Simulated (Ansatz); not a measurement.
# Core levels in a random alloy: Mg13Sb3 (Sb on 19 % of the Mg sites, one arrangement), part 2 of 3

Wanted: how composition and neighbours shift and broaden the core lines of Mg13Sb3 (Sb on 19 % of the Mg sites, one arrangement). Spin–orbit coupling is left out of the bands throughout.

Ansatz 0.2.0; DFT, PBE, plane-wave PAW, default files, scalar-relativistic.

So far: Set-up; Relaxation.

**3. Valence states**

The base run gives the projected DOS, from which the spectra are built.

input.yaml reads:

```yaml
crystal:
  lattice:
    - [-4.8447626994, 2.8701805812, 5.4687313886]
    - [-4.6065656786, 2.528102594, -5.0670349361]
    - [-3.4219054402, -5.4911466085, 5.1589992325]
  atoms:
    - { symbol: Mg, position: [0.8870867574, 0.6266380032, 0.7505544393] }
    - { symbol: Mg, position: [0.3757165648, 0.1272931038, 0.7566046243] }
    - { symbol: Mg, position: [0.2524844171, 0.7637827079, 0.4987161136] }
    - { symbol: Mg, position: [0.7451932801, 0.2531244639, 0.5073509359] }
    - { symbol: Sb, position: [0.6565313063, 0.8624736168, 0.2378239099] }
    - { symbol: Mg, position: [0.1329898827, 0.3887847364, 0.2498844368] }
    - { symbol: Mg, position: [0.5053167686, 0.510980318, -0.0020230776] }
    - { symbol: Mg, position: [0.0018646531, 0.0112266686, 0.0041000555] }
    - { symbol: Mg, position: [0.3260550996, 0.3176776137, 0.4983598653] }
    - { symbol: Mg, position: [0.8297248894, 0.8247978669, 0.5009879006] }
    - { symbol: Mg, position: [0.7071360675, 0.4505963452, 0.2430630795] }
    - { symbol: Sb, position: [0.1586748946, 0.9929007727, 0.2847976184] }
    - { symbol: Mg, position: [0.09720446, 0.5791463008, -0.0086319651] }
    - { symbol: Mg, position: [0.568717696, 0.0698861186, 0.0055670787] }
    - { symbol: Mg, position: [0.9463894282, 0.2059029974, 0.7589273756] }
    - { symbol: Sb, position: [0.475580501, 0.6814550323, 0.7139176095] }
kpoints:
  mp_grid: { grid: [4, 4, 4] }
scf:
  occupations: { method: fermi_dirac, width: 0.08 }
  n_extra_bands: 19
hamiltonian:
  xc: pbe
  pseudopotentials: { kind: paw }
output:
  forces: true
  stress: true
  dos:
    projected: true
    de: 0.05
    e_range: [-30, 12]
    method: { smearing: { sigma: 0.1, scheme: gaussian } }
```

Started as:

```sh
> ansatz run input.yaml --threads 4 --pin off --max-ram 14336MiB --backend cpu --events-out ev --progress --plain --runs-dir out
```

Numbers of over 12 decimals in the logs are rounded to 6 here.

What it wrote:

```text
[...]
Crystal: 16 atoms, lattice volume = 375.232 Å³
Basis set: ecut = 420 eV, 7341 PW (Γ), exchange–correlation on 108×100×120 points (8 copies of the dense FFT grid, shifted against one another)
Bands: 107, of which v1, the nominal top of the filled ones, is band 88 counted from 1 (87 counted from 0)
Symmetry: 1 space group operations
[...]
k-points: 36 of 64 (time reversal used)
[...]
SCF iter   1: F=—  HF=-44464.336924 eV  |F-HF|=—  |Δ(HF+E_count)|=         —  Δρ=1.46e-3  dr2=2.06e-2  ethr=1.77e-3  ⟨swp⟩=9.1  Hψ=17786  notcnv=0  defer=88
[...]
SCF iter   7: F=-44464.333343 eV  HF=-44464.333343 eV  |F-HF|=5.76e-9  |Δ(HF+E_count)|=   1.08e-8  Δρ=1.39e-6  dr2=1.11e-8  ethr=5.71e-11  ⟨swp⟩=11.3  Hψ=17078  notcnv=0
SCF 1 converged in 7 iterations: F = -44464.333343 eV  dr2 = 1.11e-8
[...]
SCF converged after 7 iterations
Free energy (F): -44464.333343 eV
[...]
Internal energy: -44464.190176 eV  (E = F + TS)
E sigma→0 (E₀):  -44464.261760 eV
Entropy (-TS):   -0.143167 eV (-8.948 meV/atom)
Fermi energy:    7.114405 eV
[...]
--- Forces (eV/Å), atoms counted from 1 ---
  atom   1  Mg     0.00047487     0.02289137     0.01476284
  atom   2  Mg    -0.00796178    -0.01074173     0.00521176
  atom   3  Mg     0.00937894    -0.00062132     0.00636775
  atom   4  Mg     0.00092705    -0.00480469     0.00372549
  atom   5  Sb     0.00600460    -0.00194362    -0.01071509
  atom   6  Mg    -0.00545628     0.00416788     0.00382408
  atom   7  Mg     0.01783398    -0.00727455     0.01432724
  atom   8  Mg    -0.01173941    -0.00153794    -0.00782764
  atom   9  Mg    -0.00580684     0.00511389    -0.01267825
  atom  10  Mg    -0.00315590    -0.00354823    -0.00128141
  atom  11  Mg     0.01402746    -0.00269825     0.00219292
  atom  12  Sb    -0.01313392     0.00072802     0.00988315
  atom  13  Mg     0.01018932     0.00087962     0.00027429
  atom  14  Mg    -0.01853009     0.00712185    -0.02064905
  atom  15  Mg     0.00144442    -0.00724014    -0.00763034
  atom  16  Sb     0.00550533    -0.00049347     0.00023133
  max |Σ_I F_I| component: 1.91e-5 eV/Å
--- Stress (GPa, compression-positive) ---
        0.023787      -0.016454      -0.021235
       -0.016454       0.013736      -0.008310
       -0.021235      -0.008310       0.024230
  P = ⅓ Tr σ = 0.0206 GPa (0.206 kbar)
--- Band table (eV; the first three rows and the last of 36) ---
  k-point 0: bands = [... 84 lower, 6.4292, 6.8419, 7.1279, 7.7720, 7.9381, 8.2246, 8.3889, 8.6848, ... 15 higher]
  k-point 1: bands = [... 84 lower, 6.0587, 6.3023, 6.6917, 7.1422, 7.4073, 7.7195, 7.8730, 8.0555, ... 15 higher]
  k-point 2: bands = [... 84 lower, 5.7683, 5.9219, 6.1289, 6.2280, 6.5037, 6.8079, 7.2677, 7.6928, ... 15 higher]
  k-point 35: bands = [... 84 lower, 6.5825, 6.6592, 6.6809, 6.8743, 7.1035, 7.3612, 7.9250, 8.1540, ... 15 higher]
```

Run time: 86 s. Hardware: 4 threads of Intel Xeon at 2.50GHz (Skylake/Cascade Lake), shared host; peak memory 1.6 GiB; 4 min of CPU time.

The column dr2 measures how far the density is from self-consistency, as an energy; F and HF (Harris–Foulkes) agree once it is small.

Numbers from this step:

- zero of energy: Fermi level
- share of occupied states in no projected shell: 0.0723 of the occupied states in the window
- DOS at the Fermi level: 6.994 states/eV/cell

The DOS has structure finer than the step of the table below, so its rows give means over 2 eV, whole bins alone (the curve runs from -30.0 to 3.83 eV). Peaks (eV: height): total -28.9: 128; Mg 3s -5.3: 3.17, -4.9: 3.83, -4.6: 3.40, -0.4: 3.45; Sb 5p -4.3: 3.00, -3.4: 3.72, -3.1: 3.73, -2.5: 3.04; Mg 3p* 1.9: 6.56, 2.8: 7.72, 3.6: 8.40; Sb 5s -10.1: 4.23, -9.7: 4.59, -9.3: 5.83.

* holds the states left over by the projection beside any projected weight of its own. Table of DOS by E, zero at the Fermi level; means over each step; values in states/eV/cell:

```tsv
E (eV)	total	Mg 3s	Sb 5p	Mg 3p*	Sb 5s	Sb 4d
-28	13.5	0.00314	2.9e-4	1.6e-5	3.1e-5	13.5
-26	0	0	0	0	0	0
-24	0	0	0	0	0	0
-22	0	0	0	0	0	0
-20	0	0	0	0	0	0
-18	0	0	0	0	0	0
-16	0	0	0	0	0	0
-14	0	0	0	0	0	0
-12	0	0	0	0	0	0
-10	2.96	0.508	0.0514	0.0191	2.38	0
-8	0.0428	0.00344	7.6e-4	3.8e-4	0.0382	0
-6	2.13	1.41	0.607	0.0220	0.0939	2.3e-4
-4	5.84	2.61	2.76	0.257	0.212	0.00100
-2	6.28	2.35	2.61	1.19	0.130	0.00102
0	6.84	2.62	1.38	2.77	0.0692	9.2e-4
2	8.19	1.71	0.695	5.75	0.0370	4.5e-4
```

Simulated valence spectra by photon energy, shown to 13 eV, since a deeper line would dwarf them at some energies; the 100 % can be that line's tail at the edge; this run's widths, added to any smearing of the DOS itself: Gaussian 0.45 eV, Lorentzian 0.2 eV plus 0.08 an eV of depth. The intensity by binding energy, zero at the Fermi level; values in % of the maximum within 13 eV:

```tsv
binding energy (eV)	21.2 eV	100 eV	1486.7 eV	5950 eV
-1	3.24	7.04	6.37	3.61
0	33.3	57.1	37.8	26.8
1	71.0	96.3	73.4	55.8
2	90.7	99.9	90.4	71.7
3	98.6	98.0	98.0	78.9
4	82.2	86.9	86.3	69.3
5	61.7	80.6	72.4	56.3
6	22.9	41.8	34.5	25.1
7	5.10	14.9	14.9	10.8
8	2.84	17.0	19.3	17.4
9	4.48	50.8	62.5	71.9
10	4.94	60.4	72.2	82.6
11	1.66	21.3	24.5	22.3
12	-	13.0	14.6	9.04
```

Maxima picked by a test of local sharpness, so broad peaks and shoulders can be missing; peaks within 0.45 eV of a curve's cut are left out. Valence peaks, by row:

```tsv
photon energy (eV)	binding energy (eV)	height (% of the maximum within 13 eV)	main shell	its share (%)
21.2	9.55	5.714	Sb 5p	42.05
21.2	3.2	100	Sb 5p	89.94
100	28.85	1480	Sb 4d	99.99
100	9.55	69.74	Sb 5s	76.3
100	4.45	87.36	Mg 3s	53.04
100	3.2	99.49	Mg 3s	45.78
100	2	100	Mg 3s	44.75
100	1.2	97.91	Mg 3s	46.09
100	0.5	97.55	Mg 3s	49.11
1487	28.85	1612	Sb 4d	99.99
1487	9.55	85.36	Sb 5s	85.19
1487	3.25	100	Sb 5p	69.45
5950	28.85	436.2	Sb 4d	99.97
5950	9.5	100	Sb 5s	94.66
5950	3.25	80.77	Sb 5p	76.6
```

The intensity, Mg L2,3 has structure finer than the step of the table below, so its rows give means over 1 eV, whole bins alone (the curve runs from -30.0 to 1.43 eV). Peaks (eV: height): -9.9: 18.9, -4.8: 92.8, -0.4: 99.6.

Shapes are the site's partial DOS without matrix elements, which overweights lines from ligand s bands. The intensity, Mg L2,3 by emission energy less the core level's binding energy, zero at the Fermi level; means over each step:

emission energy less the core level's binding energy (eV), intensity, Mg L2,3 (% of the unpolarised maximum) and a bar:
```
      -29        0.1 
      -28        0.1 
      -27        0.1 
      -26        0.1 
      -25        0.1 
      -24        0.1 
      -23        0.1 
      -22        0.1 
      -21        0.1 
      -20        0.1 
      -19        0.2 
      -18        0.2 
      -17        0.2 
      -16        0.3 
      -15        0.4 
      -14        0.5 
      -13        0.8 
      -12        1.5 
      -11        5.1 ##
      -10       16.7 ######
       -9       10.4 ###
       -8        4.0 #
       -7        7.4 ##
       -6       47.6 ################
       -5       89.0 ##############################
       -4       83.6 ############################
       -3       83.7 ############################
       -2       83.5 ############################
       -1       87.9 ##############################
        0       53.3 ##################
```

Sums over each group's atoms; left-over states aren't shared out by site. Site centres, by row:

```tsv
group	element	shell	occupied states	centre of occupied part (eV)	centre up to the window's top (eV)
Mg	Mg	3s	16.41	-3.495	-1.999
Sb	Sb	5s	5.784	-8.604	-8.341
Sb	Sb	5p	13.67	-2.986	-2.189
Sb	Sb	4d	30	-28.85	-28.85
```

Window up to 3.8 eV. Shell moments, by row:

```tsv
element	shell	occupied states an atom	centre of occupied part (eV)	rms width of occupied part (eV)	centre up to the window's top (eV)	rms width up to the window's top (eV)
Mg	3s	1.262	-3.495	2.435	-1.999	3.137
Mg	3p*	0.3952	-1.504	1.338	1.523	1.861
Sb	5s	1.928	-8.604	2.375	-8.341	2.851
Sb	5p	4.556	-2.986	1.598	-2.189	2.296
Sb	4d	9.999	-28.85	0.3691	-28.85	0.442
```

Shapes are the site's partial DOS without matrix elements, which overweights lines from ligand s bands. Emission peaks, by row:

```tsv
line	energy (eV)	height (%)
Mg L2,3	-9.85	18.87
Mg L2,3	-4.8	92.81
Mg L2,3	-3.3	88.31
Mg L2,3	-2	86.51
Mg L2,3	-1.1	88.13
Mg L2,3	-0.4	100
```

The spectra weight each projected shell by its atomic cross section (Dirac–Hartree–Slater) and angular factor, for unpolarised light with the analyser at 45° from the beam. Broadening, on top of any smearing of the DOS itself: a Gaussian of 0.45 eV and a Lorentzian of 0.2 eV plus 0.08 times the binding energy (full widths), Fermi edge at 77 K. Curves are cut 10 eV under the photon energy, above any shell that the free atom's threshold puts out of reach, or at the lower edge of the window: 11.2 eV at 21.2 eV, 30 eV at 100 eV, 30 eV at 1486.7 eV and 30 eV at 5950 eV. A star in tables and legends marks shells that hold the states left over by the projection (7.2 % of the filled ones), a stand-in for orbitals that the files don't project on. Dipole terms alone, which is rough above 3 keV; no background, satellites or final-state effects.

Share of each shell in the spectrum's area (%), by photon energy:

```tsv
shell	21.2 eV	100 eV	1486.7 eV	5950 eV
Mg 3s	12.7	6.2	2.5	3.4
Mg 3p*	1.7	1.2	0.1	0.0
Sb 5s	0.8	2.8	3.6	13.2
Sb 5p	84.8	3.7	6.1	15.4
Sb 4d	0.0	86.1	87.8	67.9
```

Cross sections used, in Mb an electron:

```tsv
shell	21.2 eV	100 eV	1486.7 eV	5950 eV
Mg 3s	0.12	0.029	1.8e-4	4.8e-6
Mg 3p*	0.039	0.016	1.3e-5	9.1e-8
Sb 5s	0.016	0.037	7.3e-4	5.3e-5
Sb 5p	0.97	0.016	5.0e-4	2.4e-5
Sb 4d	-	0.29	0.0043	6.1e-5
```

The largest force component on a free atom is 0.023 eV/Å, so the atoms are at rest for these settings too. At the Fermi level the DOS is 6.99 states/eV a cell.

**4. Core levels by total-energy differences**

XPS shifts tell sites apart. Each chosen atom gets a core hole in a self-consistent pass of its own.

input.yaml reads:

```yaml
crystal:
  lattice:
    - [-4.8447626994, 2.8701805812, 5.4687313886]
    - [-4.6065656786, 2.528102594, -5.0670349361]
    - [-3.4219054402, -5.4911466085, 5.1589992325]
  atoms:
    - { symbol: Mg, position: [0.8870867574, 0.6266380032, 0.7505544393] }
    - { symbol: Mg, position: [0.3757165648, 0.1272931038, 0.7566046243] }
    - { symbol: Mg, position: [0.2524844171, 0.7637827079, 0.4987161136] }
    - { symbol: Mg_h, position: [0.7451932801, 0.2531244639, 0.5073509359] }
    - { symbol: Sb_h, position: [0.6565313063, 0.8624736168, 0.2378239099] }
    - { symbol: Mg, position: [0.1329898827, 0.3887847364, 0.2498844368] }
    - { symbol: Mg, position: [0.5053167686, 0.510980318, -0.0020230776] }
    - { symbol: Mg, position: [0.0018646531, 0.0112266686, 0.0041000555] }
    - { symbol: Mg, position: [0.3260550996, 0.3176776137, 0.4983598653] }
    - { symbol: Mg, position: [0.8297248894, 0.8247978669, 0.5009879006] }
    - { symbol: Mg, position: [0.7071360675, 0.4505963452, 0.2430630795] }
    - { symbol: Sb_h, position: [0.1586748946, 0.9929007727, 0.2847976184] }
    - { symbol: Mg, position: [0.09720446, 0.5791463008, -0.0086319651] }
    - { symbol: Mg_h, position: [0.568717696, 0.0698861186, 0.0055670787] }
    - { symbol: Mg_h, position: [0.9463894282, 0.2059029974, 0.7589273756] }
    - { symbol: Sb_h, position: [0.475580501, 0.6814550323, 0.7139176095] }
kpoints:
  mp_grid: { grid: [4, 4, 4] }
scf:
  occupations: { method: fermi_dirac, width: 0.08 }
  n_extra_bands: 16
hamiltonian:
  xc: pbe
  pseudopotentials: { kind: paw }
output:
  forces: true
  core_levels:
    shells: { Mg_h: "2p", Sb_h: "3d" }
    counted_from: fermi_level
    add_spin: false
```

What it wrote:

```text
[...]
Crystal: 16 atoms, lattice volume = 375.232 Å³
Basis set: ecut = 420 eV, 7341 PW (Γ), exchange–correlation on 108×100×120 points (8 copies of the dense FFT grid, shifted against one another)
Bands: 104, of which v1, the nominal top of the filled ones, is band 88 counted from 1 (87 counted from 0)
Symmetry: 1 space group operations
[...]
k-points: 36 of 64 (time reversal used)
[...]
SCF iter   1: F=—  HF=-44464.337034 eV  |F-HF|=—  |Δ(HF+E_count)|=         —  Δρ=1.46e-3  dr2=2.08e-2  ethr=1.77e-3  ⟨swp⟩=9.3  Hψ=16494  notcnv=0  defer=23
[...]
SCF iter   7: F=-44464.333343 eV  HF=-44464.333343 eV  |F-HF|=7.13e-9  |Δ(HF+E_count)|=   1.14e-8  Δρ=1.47e-6  dr2=1.26e-8  ethr=5.71e-11  ⟨swp⟩=10.5  Hψ=15712  notcnv=0
SCF 1 converged in 7 iterations: F = -44464.333343 eV  dr2 = 1.26e-8
[...]
── core hole 1/6: 2p of Mg_h 3 ──
── 2p of Mg_h 3: 50.133 eV over the cell without the hole, in 9 iterations ──
── core hole 2/6: 3d of Sb_h 4 ──
── 3d of Sb_h 4: 527.373 eV over the cell without the hole, in 9 iterations ──
── core hole 3/6: 3d of Sb_h 11 ──
── 3d of Sb_h 11: 527.266 eV over the cell without the hole, in 9 iterations ──
── core hole 4/6: 2p of Mg_h 13 ──
── 2p of Mg_h 13: 50.168 eV over the cell without the hole, in 9 iterations ──
── core hole 5/6: 2p of Mg_h 14 ──
── 2p of Mg_h 14: 49.922 eV over the cell without the hole, in 9 iterations ──
── core hole 6/6: 3d of Sb_h 15 ──
── 3d of Sb_h 15: 527.371 eV over the cell without the hole, in 9 iterations ──
SCF converged after 7 iterations
Free energy (F): -44464.333343 eV
[...]
Internal energy: -44464.190176 eV  (E = F + TS)
E sigma→0 (E₀):  -44464.261760 eV
Entropy (-TS):   -0.143167 eV (-8.948 meV/atom)
Fermi energy:    7.114404 eV
[...]
--- Forces (eV/Å), atoms counted from 1 ---
  atom   1  Mg       0.00047526     0.02289218     0.01476356
  atom   2  Mg      -0.00796360    -0.01074474     0.00521094
  atom   3  Mg       0.00938082    -0.00062200     0.00636686
  atom   4  Mg_h     0.00092507    -0.00480565     0.00372578
  atom   5  Sb_h     0.00600310    -0.00194370    -0.01071512
  atom   6  Mg      -0.00545721     0.00417045     0.00382430
  atom   7  Mg       0.01783530    -0.00727604     0.01432903
  atom   8  Mg      -0.01174028    -0.00153530    -0.00783032
  atom   9  Mg      -0.00580695     0.00511232    -0.01267973
  atom  10  Mg      -0.00315771    -0.00354807    -0.00127896
  atom  11  Mg       0.01403052    -0.00269451     0.00219225
  atom  12  Sb_h    -0.01313501     0.00072645     0.00988125
  atom  13  Mg       0.01019116     0.00087924     0.00027691
  atom  14  Mg_h    -0.01853130     0.00712391    -0.02065150
  atom  15  Mg_h     0.00144352    -0.00724333    -0.00763003
  atom  16  Sb_h     0.00550680    -0.00049180     0.00023233
  max |Σ_I F_I| component: 1.76e-5 eV/Å
--- Band table (eV; the first three rows and the last of 36) ---
  k-point 0: bands = [... 84 lower, 6.4292, 6.8419, 7.1279, 7.7720, 7.9381, 8.2246, 8.3889, 8.6848, ... 12 higher]
  k-point 1: bands = [... 84 lower, 6.0587, 6.3023, 6.6917, 7.1422, 7.4073, 7.7195, 7.8730, 8.0555, ... 12 higher]
  k-point 2: bands = [... 84 lower, 5.7683, 5.9219, 6.1289, 6.2280, 6.5037, 6.8079, 7.2677, 7.6928, ... 12 higher]
  k-point 35: bands = [... 84 lower, 6.5825, 6.6592, 6.6809, 6.8743, 7.1035, 7.3612, 7.9250, 8.1540, ... 12 higher]
--- Core levels from the Fermi level (as output.core_levels.counted_from types it; a hole's nearest image at 7.3 Å) ---
  the holes have no spin, as output.core_levels.add_spin types it
  atom         alike  shell      binding/eV   shift/eV difference/eV images/eV   SCF
  Mg_h 3           1     2p          50.133     +0.000        50.133         –     9
  Sb_h 4           1     3d         527.373     +0.000       527.373         –     9
  Sb_h 11          1     3d         527.266     -0.107       527.266         –     9
  Mg_h 13          1     2p          50.168     +0.035        50.168         –     9
  Mg_h 14          1     2p          49.922     -0.210        49.922         –     9
  Sb_h 15          1     3d         527.371     -0.002       527.371         –     9
  the dataset of Mg_h with a 2p hole: scattering error 0.005 eV (0.000 eV in the local channel); free atom: scalar-relativistic, large and small components
  the two lines of Mg_h's 2p: 2p1/2 +0.179 eV and 2p3/2 -0.090 eV off its levels, 1 : 2 in strength
  the dataset of Sb_h with a 3d hole: scattering error 0.016 eV; free atom: scalar-relativistic, large and small components
  the two lines of Sb_h's 3d: 3d3/2 +5.604 eV and 3d5/2 -3.736 eV off its levels, 2 : 3 in strength
```

Elapsed: 9.5 min, on 4 threads; peak memory 1.6 GiB; 29 min of CPU time.

Each level is the free energy with the hole less that without it. The electron goes to the Fermi level, so the difference is a binding energy from E_F. The hole's nearest image is 7.3 Å away, and the holes carry no spin, so absolute levels are rough.

```tsv
atom	region	shell	level (eV)	shift (eV)	j lines (eV)	doubts
Mg4	-	2p	50.13	+0.21	50.31 / 50.04	-
Sb5	-	3d	527.37	+0.00	532.98 / 523.64	-
Sb12	-	3d	527.27	-0.11	532.87 / 523.53	-
Mg14	-	2p	50.17	+0.25	50.35 / 50.08	-
Mg15	-	2p	49.92	+0.00	50.10 / 49.83	-
Sb16	-	3d	527.37	+0.00	532.97 / 523.64	-
```

Levels of p, d and f shells are means over their two j lines, weighted by degeneracy; the splitting comes from the atom's own solve. Shifts count from the last listed atom of each element.

The Mg 2p lines of the listed atoms alone (other atoms of the cell aren't counted), as Gaussians 0.3 eV wide, no depth weighting. Intensity against Mg 2p level; read off at these points:

```tsv
Mg 2p level (eV)	intensity (%)
49.30	0.00588
49.40	0.115
49.50	1.21
49.60	6.96
49.70	22.5
49.80	45.3
49.90	69.5
50.00	93.7
50.07	99.9
50.10	97.6
50.20	75.3
50.30	52.9
50.40	34.2
50.50	15.2
50.60	3.95
50.70	0.565
50.80	0.0450
50.90	0.00195
```

The Sb 3d5/2 lines of the listed atoms alone (other atoms of the cell aren't counted), as Gaussians 0.5 eV wide, no depth weighting. Intensity against Sb 3d5/2 level; read off at these points:

```tsv
Sb 3d5/2 level (eV)	intensity (%)
522.6	0.00282
522.7	0.0208
522.8	0.123
522.9	0.589
523.0	2.30
523.1	7.25
523.2	18.6
523.3	38.7
523.4	65.3
523.5	89.7
523.6	100.0
523.7	90.3
523.8	66.1
523.9	39.2
524.0	18.8
524.1	7.24
524.2	2.25
524.3	0.566
524.4	0.114
524.5	0.0184
524.6	0.00242
```

(Part 2 of 3 ends here.)

[Logs are printed without paths, hosts, clocks, repeated set-up lines and the standing remarks that a program may print on its own settings, such as how far it seeks lower states.]

[Hosts, paths, dates, database ids (printed as entryN), source tags and the programs' standing remarks are cut or masked in the printed files.]

[Maps of the electrostatic potential energy from Ansatz leave out the sawtooth potential of an applied field or a dipole correction, so their vacuum need not be flat; work functions include it.]
